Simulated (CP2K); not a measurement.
Consider vinylacetaldehyde at its PBE geometry (Å).

```xyz
11

C    -1.8125   -0.1755    0.1212
C    -0.6662    0.0903   -0.5142
C     0.5841    0.6183    0.1424
C     1.6509   -0.4642    0.1037
O     2.6081   -0.4611   -0.6516
H    -1.9286    0.0032    1.1918
H    -2.6777   -0.5666   -0.4137
H    -0.5851   -0.1036   -1.5872
H     0.3757    0.8790    1.1912
H     0.9710    1.4996   -0.3880
H     1.4802   -1.3194    0.8042
```

Method: CP2K XAS_TDP, all-electron GAPW, PBEh(45%), aug-cc-pVDZ, TDA, GW2X-corrected core level, no relativity.

Question: Predict the bright core excitations at the C K edge.

Leading lines: C1 287.05 eV, C2 287.16 eV, C3 290.63 eV and C4 288.40 eV. The leading line of an atom is its first one with 35 % of the strongest within 2.5 eV of its lowest line over the strength cut. Core ionisation energies at this level: C2 292.54, C3 292.69, C1 292.40 and C4 295.53 eV.

The first six lines of each atom with a strength over 0.0015:

```
                      atom  energy (eV)  states  strength, one atom  above the computed threshold
  C1 (bonded to C and 2 H)       287.05       1              0.0489                              
                                 290.29       1              0.0065                              
                                 290.63       1              0.0116                              
                                 290.87       1              0.0064                              
                                 291.51       1              0.0031                              
                                 292.19       1              0.0052                              
  C2 (bonded to 2 C and H)       287.16       1              0.0506                              
                                 289.86       1              0.0113                              
                                 290.63       1              0.0134                              
                                 291.76       1              0.0020                              
                                 292.34       1              0.0021                              
                                 292.42       1              0.0020                              
C3 (bonded to 2 C and 2 H)       290.46       1              0.0027                              
                                 290.63       1              0.0130                              
                                 291.07       1              0.0175                              
                                 291.94       1              0.0033                              
                                 292.20       1              0.0073                              
                                 292.34       1              0.0068                              
 C4 (bonded to C, O and H)       288.40       1              0.0674                              
                                 293.50       1              0.0151                              
                                 293.71       1              0.0085                              
                                 294.38       1              0.0016                              
                                 295.62       1              0.0033                           yes
                                 295.77       1              0.0050                           yes
```

Lines are vertical, at one geometry, with no vibrational structure. GW2X ionisation energies and lines can be off by 1 to 2 eV either way, and a good line position may hide errors that cancel. These values hold no scalar relativity, about 0.1 eV for C 1s. Rydberg lines, and the discretised continuum above threshold, depend on the basis and the box.

[Banner, clock and machine lines of the logs are left out without a mark of their own.]

[Logs are printed without paths, hosts, clocks, repeated set-up lines and the standing remarks that a program may print on its own settings, such as how far it seeks lower states.]

[Hosts, paths, dates, database ids (printed as entryN), source tags and the programs' standing remarks are cut or masked in the printed files.]
